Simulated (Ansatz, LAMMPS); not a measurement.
**Relaxing glassy nearly rigid 84SiO2-7CaO-5ZnO-5Li2O (mol %), from a frame at 1500 K (127 atoms)**

Wanted: the relaxed structure of glassy nearly rigid 84SiO2-7CaO-5ZnO-5Li2O (mol %), from a frame at 1500 K (127 atoms) and its electronic structure.

Method: Kohn-Sham DFT, PBEsol, PAW (set soft_2), plane waves, in Ansatz 0.2.0.

Most raw output is cut from this account.

## (1) Starting point

The cell holds 127 atoms: 37 Si, 3 Ca, 2 Zn, 4 Li and 81 O. Its edges and angles: a = 12.056 Å, b = 12.056 Å, c = 12.056 Å, α = 90.0°, β = 90.0°, γ = 90.0°. 127 atoms (37 Si, 3 Ca, 2 Zn, 4 Li, 81 O) placed at random at 2.38 g/cm³, melted at 4000 K for 10 ps at fixed volume with the Morse and Coulomb pair potential with partial charges (Pedone, Malavasi, Menziani, Cormack and Segre, J. Phys. Chem. B 110, 11780 (2006)). Snapshot at the end of a hold of 10 ps at 1500 K and zero pressure.

Before any run, some limits are plain. The network of bonds at the start is that of the classical potential that made the cell. The Brillouin zone is sampled at Γ only, in a cell whose shortest periodic width is 12 Å.

## (2) Making the structure

A classical potential supplies the starting structure, since it reaches far longer times than DFT.

This step: classical MD, Morse and Coulomb pair potential with partial charges (Pedone, Malavasi, Menziani, Cormack and Segre, J. Phys. Chem. B 110, 11780 (2006)) (LAMMPS 22 Jul 2025 - Update 4).

in.lmp reads:

```
# melt-quench of Si37Ca3Zn2Li4O81
units metal
atom_style charge
boundary p p p
region box block 0 12.2226 0 12.2226 0 12.2226
create_box 5 box
mass 1 28.0850   # Si
mass 2 40.0780   # Ca
mass 3 65.3800   # Zn
mass 4 6.9400   # Li
mass 5 15.9990   # O
create_atoms 1 random 37 676204 NULL overlap 1.5 maxtry 2000
create_atoms 2 random 3 676211 NULL overlap 1.5 maxtry 2000
create_atoms 3 random 2 676218 NULL overlap 1.5 maxtry 2000
create_atoms 4 random 4 676225 NULL overlap 1.5 maxtry 2000
create_atoms 5 random 81 676232 NULL overlap 1.5 maxtry 2000
pair_style hybrid/overlay pedone 5.5 coul/long 8.0
pair_coeff * * coul/long
pair_coeff 1 5 pedone 0.340554 2.006700 2.100000 1   # Si-O
pair_coeff 2 5 pedone 0.030211 2.241334 2.923245 5   # Ca-O
pair_coeff 3 5 pedone 0.001221 3.150679 2.851850 1   # Zn-O
pair_coeff 4 5 pedone 0.001114 3.429506 2.681360 1   # Li-O
pair_coeff 5 5 pedone 0.042395 1.379316 3.618701 22   # O-O
set type 1 charge 2.4
set type 2 charge 1.2
set type 3 charge 1.2
set type 4 charge 0.6
set type 5 charge -1.2
kspace_style pppm 1.0e-4
neigh_modify delay 0 every 1 check yes
thermo_style custom step time temp pe press density
thermo_modify norm yes
timestep 0.002
thermo 100
# [... 22 lines left out ...]
compute msd all msd com yes
thermo 1250
fix md all npt temp 1500 1500 0.2 iso 0 0 2
run 5000 post no
print "== T1500: mean square displacement over the hold $(c_msd[4]:%.2f) A^2"
unfix md
uncompute msd
write_dump all custom T1500.dump id type xs ys zs modify sort id
```

On the command line:

```console
$ lmp -in in.lmp -log none -nocite
```

Elapsed: 15 s, on 1 thread of Arm Neoverse V2, shared host; peak memory 0.07 GiB.

## (3) Single point at the start

A single point comes first, to see the forces before anything moves.

input.yaml reads:

```yaml
crystal:
  lattice:
    - [12.05622, 0.0, 0.0]
    - [0.0, 12.05622, 0.0]
    - [0.0, 0.0, 12.05622]
  atoms:
    - { symbol: Si, position: [0.59494, 0.92922, 0.55356] }
    - { symbol: Si, position: [0.54459, 0.30986, 0.01865] }
    - { symbol: Si, position: [0.20496, 0.573, 0.93591] }
    - { symbol: Si, position: [0.89225, 0.01766, 0.81464] }
    - { symbol: Si, position: [0.29624, 0.11785, 0.32863] }
    - { symbol: Si, position: [0.23323, 0.51279, 0.30539] }
    - { symbol: Si, position: [0.28036, 0.80513, 0.05875] }
    - { symbol: Si, position: [0.19546, 0.67244, 0.70933] }
    - { symbol: Si, position: [0.20539, 0.7625, 0.28846] }
    - { symbol: Si, position: [0.51529, 0.48083, 0.24481] }
    - { symbol: Si, position: [0.32576, 0.90658, 0.68012] }
    - { symbol: Si, position: [0.94294, 0.90262, 0.04302] }
    - { symbol: Si, position: [0.71316, 0.15372, 0.53967] }
    - { symbol: Si, position: [0.125, 0.48654, 0.53982] }
    - { symbol: Si, position: [0.42721, 0.48667, 0.85823] }
    - { symbol: Si, position: [0.74406, 0.60801, 0.87822] }
    - { symbol: Si, position: [0.16864, 0.06244, 0.5718] }
    - { symbol: Si, position: [0.06943, 0.27673, 0.68189] }
    - { symbol: Si, position: [0.00697, 0.87565, 0.40997] }
    - { symbol: Si, position: [0.00345, 0.25529, 0.91901] }
    - { symbol: Si, position: [0.42873, 0.90524, 0.3544] }
    - { symbol: Si, position: [0.40789, 0.10882, 0.8028] }
    - { symbol: Si, position: [0.8965, 0.63957, 0.06977] }
    - { symbol: Si, position: [0.51684, 0.85057, 0.11564] }
    - { symbol: Si, position: [0.01869, 0.88974, 0.6729] }
    - { symbol: Si, position: [0.76387, 0.34778, 0.92012] }
    - { symbol: Si, position: [0.92997, 0.28665, 0.25836] }
    - { symbol: Si, position: [0.76663, 0.77354, 0.4412] }
    - { symbol: Si, position: [0.66803, 0.68277, 0.22355] }
    - { symbol: Si, position: [0.0671, 0.04205, 0.23505] }
    - { symbol: Si, position: [0.0627, 0.46413, 0.12324] }
    - { symbol: Si, position: [0.66566, 0.08714, 0.76184] }
    [... 89 atom lines left out ...]
    - { symbol: O, position: [0.54663, 0.09793, 0.81669] }
    - { symbol: O, position: [0.69035, 0.8477, 0.53257] }
    - { symbol: O, position: [0.79764, 0.28109, 0.23985] }
    - { symbol: O, position: [0.24267, 0.1442, 0.45979] }
    - { symbol: O, position: [0.21932, 0.79705, 0.16484] }
    - { symbol: O, position: [0.95891, 0.26629, 0.39676] }
kpoints:
  mp_grid: { grid: [1, 1, 1] }
hamiltonian:
  xc: pbesol
scf:
  occupations: { method: fermi_dirac, width: 0.129 }
output:
  forces: true
  stress: true
  populations: true
  dos:
    method: { smearing: { sigma: 0.08 } }
    de: 0.1
    projected: { site_lists: { Ca: [Ca], Li: [Li], O: [O], Si: [Si], Zn: [Zn] } }
  eigenvalues: true
```

On the command line:

```console
$ ansatz run input.yaml --threads 4 --pin off --max-ram 8192MiB --backend cpu --events-out ev --progress --plain --runs-dir out
```

Run time: 37 s. Hardware: 4 threads of Arm Neoverse V2, shared host; peak memory 2.6 GiB; 2.4 min of CPU time.

Read from the output:

```yaml
free_energy: -81281.7082 eV
free_energy_per_atom: -640.0135 eV/atom
scf_cycles: 11
pressure: 1.279 GPa
r_m_s_force_component: 2.5 eV/Å
longest_force: 12.19 eV/Å
fermi_energy: 5.157 eV
spacing_of_highest_filled_and_lowest_empty_level: 1.969 eV
spilling_of_the_projection: 0.01358
```

The r.m.s. force component of 2.5 eV/Å and the pressure of 1.3 GPa set the starting point.

Length of the force by element:

| element | coordination | atoms | mean length of the force (eV/Å) | spread | least | most |
| --- | --- | --- | --- | --- | --- | --- |
| Ca | all | 3 | 1.62 | 0.408 | 1.17 | 2.16 |
| Li | all | 4 | 0.559 | 0.0606 | 0.493 | 0.629 |
| O | all | 81 | 3.13 | 2.12 | 0.404 | 12.2 |
| Si | all | 37 | 5.27 | 2.18 | 0.838 | 10.3 |
| Zn | all | 2 | 1.98 | 0.614 | 1.37 | 2.60 |

## (4) Relaxation

With the cell held, the atoms are moved downhill towards a nearby minimum.

input.yaml, the sections that differ from step 3:

```yaml
output:
  forces: true
relax:
  f_tol: 0.05
  max_steps: 200
# crystal, kpoints, hamiltonian, scf: as in step 3
```

The job ended after 5.4 min (4 threads; peak memory 2.5 GiB; 21 min of CPU time).

Relaxation path:

```csv
step,energy less that of the first step (eV),largest force component (eV/Å)
1,0.0000,9.4248
2,-15.7824,5.4803
3,-27.1189,1.8777
4,-30.0005,1.0483
5,-31.3388,0.8212
6,-32.0874,0.4802
7,-32.5702,0.3510
8,-32.9025,0.2484
9,-33.1883,0.2605
10,-33.4161,0.2787
11,-33.5258,0.4237
12,-33.6133,0.3758
13,-33.7149,0.2389
14,-33.7883,0.1934
15,-33.8376,0.3218
16,-33.8885,0.2694
17,-33.8695,0.3824
18,-33.9528,0.1171
19,-33.9622,0.1026
20,-33.9709,0.0481
```

Relaxation step 17 was tried and not accepted.

The atoms that moved most (Å):

```
atom      dx      dy      dz  length
Ca38   0.410  -1.107  -0.548   1.302
O110  -0.057  -0.510  -0.866   1.007
O121   0.098  -0.965   0.116   0.977
 O55   0.736  -0.531  -0.142   0.919
Li43  -0.478  -0.031   0.731   0.874
 O99  -0.283   0.575   0.560   0.851
 O91  -0.475   0.696   0.083   0.846
 O75   0.733   0.273   0.296   0.837
```

The relaxation changed the energy by -267 meV/atom, and atoms moved by 0.49 Å r.m.s., 1.3 Å at most.

## (5) Distances and neighbours after relaxation

Bonds before and after, by the cutoffs listed below:

| pair | bonds before | bonds after | mean before (Å) | mean after (Å) | spread before (Å) | spread after (Å) |
| --- | --- | --- | --- | --- | --- | --- |
| O-Si | 150 | 150 | 1.649 | 1.643 | 0.115 | 0.038 |
| O-Li | 9 | 12 | 1.990 | 1.989 | 0.121 | 0.143 |
| O-Ca | 12 | 15 | 2.454 | 2.393 | 0.220 | 0.143 |
| O-Zn | 6 | 7 | 1.951 | 1.992 | 0.100 | 0.092 |

Density 2.48 g/cm³, 13.80 Å³ an atom.

g(r), total and by pair (bins of 0.2 Å):

| r (Å) | total | O-O | O-Si | O-Li | O-Ca | O-Zn | Si-Si |
| --- | --- | --- | --- | --- | --- | --- | --- |
| 1.50 | 0.21 | 0.00 | 0.56 | 0.00 | 0.00 | 0.00 | 0.00 |
| 1.70 | 4.58 | 0.00 | 12.24 | 0.69 | 0.00 | 0.00 | 0.00 |
| 1.90 | 0.25 | 0.00 | 0.14 | 3.06 | 0.00 | 3.62 | 0.00 |
| 2.10 | 0.18 | 0.00 | 0.00 | 2.05 | 0.64 | 4.05 | 0.00 |
| 2.30 | 0.19 | 0.08 | 0.00 | 0.87 | 4.25 | 0.00 | 0.00 |
| 2.50 | 0.80 | 1.71 | 0.00 | 0.68 | 2.29 | 0.70 | 0.00 |
| 2.70 | 2.05 | 4.75 | 0.00 | 0.58 | 0.40 | 1.25 | 0.00 |
| 2.90 | 0.50 | 0.64 | 0.05 | 0.00 | 0.00 | 0.49 | 1.55 |
| 3.10 | 0.86 | 0.51 | 0.24 | 1.36 | 0.59 | 0.90 | 4.86 |
| 3.30 | 0.80 | 0.68 | 0.69 | 1.36 | 0.79 | 0.00 | 0.97 |
| 3.50 | 0.83 | 0.85 | 1.05 | 0.18 | 0.48 | 1.08 | 0.00 |
| 3.70 | 0.82 | 0.52 | 1.22 | 1.12 | 0.62 | 0.62 | 0.15 |
| 3.90 | 1.10 | 0.73 | 1.75 | 1.28 | 0.93 | 0.56 | 0.27 |
| 4.10 | 1.29 | 0.72 | 2.19 | 1.14 | 1.36 | 1.02 | 0.60 |
| 4.30 | 1.15 | 0.90 | 1.46 | 1.18 | 1.40 | 1.61 | 0.82 |
| 4.50 | 0.88 | 0.93 | 0.73 | 0.95 | 1.13 | 1.92 | 1.10 |
| 4.70 | 1.10 | 1.17 | 0.86 | 1.36 | 1.56 | 1.35 | 1.46 |
| 4.90 | 1.09 | 1.41 | 0.74 | 0.72 | 1.31 | 0.91 | 1.56 |
| 5.10 | 1.05 | 1.39 | 0.69 | 0.99 | 0.99 | 0.82 | 1.29 |
| 5.30 | 1.04 | 1.34 | 0.62 | 0.84 | 0.92 | 0.93 | 1.38 |
| 5.50 | 0.95 | 0.96 | 0.88 | 0.86 | 0.67 | 0.98 | 1.22 |
| 5.70 | 0.93 | 0.85 | 0.98 | 0.80 | 0.89 | 0.66 | 1.16 |
| 5.90 | 0.94 | 0.73 | 1.15 | 0.98 | 0.74 | 0.36 | 0.83 |

Bonds by pair of elements; cutoffs follow the first minimum of g(r), held within bounds set by covalent radii, and pairs that aren't listed don't count as bonded:

| pair A-B | cutoff (Å) | bonds | mean length (Å) | spread (Å) | shortest (Å) | B about A | A about B |
| --- | --- | --- | --- | --- | --- | --- | --- |
| O-Si | 2.16 | 150 | 1.64 | 0.038 | 1.57 | 1.85 | 4.05 |
| O-Li | 2.38 | 12 | 1.99 | 0.143 | 1.80 | 0.148 | 3 |
| O-Ca | 2.88 | 15 | 2.39 | 0.143 | 2.12 | 0.185 | 5 |
| O-Zn | 2.33 | 7 | 1.99 | 0.092 | 1.84 | 0.086 | 3.5 |

How many atoms have how many bonded neighbours:

```
element  mean   2   3   4  5  6
     Ca     5   0   0   1  1  1
     Li     3   1   2   1  0  0
      O  2.27  60  20   1  0  0
     Si  4.05   0   0  35  2  0
     Zn   3.5   0   1   1  0  0
```

Bond angles (no mean is given where the spread exceeds 20°):

```
  angle  count  mean (°)  spread (°)
 O-Si-O    230       109         9.1
Si-O-Si     69       142        12.9
 O-Ca-O     31         -           -
Ca-O-Si     21       117        15.9
Li-O-Si     17       110        17.4
```

Oxygen atoms by the number of network formers (Si, P, Ge, B, Al, As, Ga) bound to them:

| network formers bound to O | O atoms | per cent |
| --- | --- | --- |
| 0 | 0 | 0 |
| 1 | 12 | 14.8 |
| 2 | 69 | 85.2 |

Network units: each former by its oxygen neighbours and how many of them bridge to another former:

```
former  O neighbours  bridging O  atoms
    Si             4           2      2
    Si             4           3      8
    Si             4           4     25
    Si             5           5      2
```

Bond length by coordination (bonds to H left out):

```
element  coordination  atoms  mean bond length (Å)
     Ca             4      1                  2.35
     Ca             5      1                  2.44
     Ca             6      1                  2.38
     Li             2      1                  1.86
     Li             3      2                  1.99
     Li             4      1                  2.06
      O             2     60                  1.64
      O             3     20                  1.91
      O             4      1                  2.04
     Si             4     35                  1.64
     Si             5      2                  1.74
     Zn             3      1                  1.93
     Zn             4      1                  2.04
```

Rings of the network by King's shortest-path rule, up to 12 atoms, one path for each pair of neighbours; H, halogens, alkali and alkaline-earth atoms are left out, and the last column divides by all other atoms, bonded or not:

```
ring size (atoms)  rings  per network atom
                6      4             0.033
                8      5             0.042
               10     11             0.092
               12     24               0.2
```

First main peaks of g(r), for some of the pairs, lie near 2.7 Å (O-O), 1.6 Å (O-Si), 1.9 Å (O-Li), 2.3 Å (O-Ca), 2.0 Å (O-Zn) and 3.1 Å (Si-Si). With the cutoffs above, 50 % of Li atoms have 3, 74 % of O atoms have 2 and 95 % of Si atoms have 4 bonded neighbours. The O-Si-O angle averages 109° with a spread of 9°. Counting bonds to Si alone, not to Zn, 85 % of the oxygens join two of these atoms and 15 % one. The commonest Si unit has 4 oxygens, 4 of them shared with other formers (25 of 37 atoms). Rings of 12 atoms are the most common (55 % of those counted); sizes run from 6 to 12, where the search stops.

(Part 1 of 2 ends here.)

[Logs are printed without paths, hosts, clocks, repeated set-up lines and the standing remarks that a program may print on its own settings, such as how far it seeks lower states.]

[Hosts, paths, dates, database ids (printed as entryN), source tags and the programs' standing remarks are cut or masked in the printed files.]
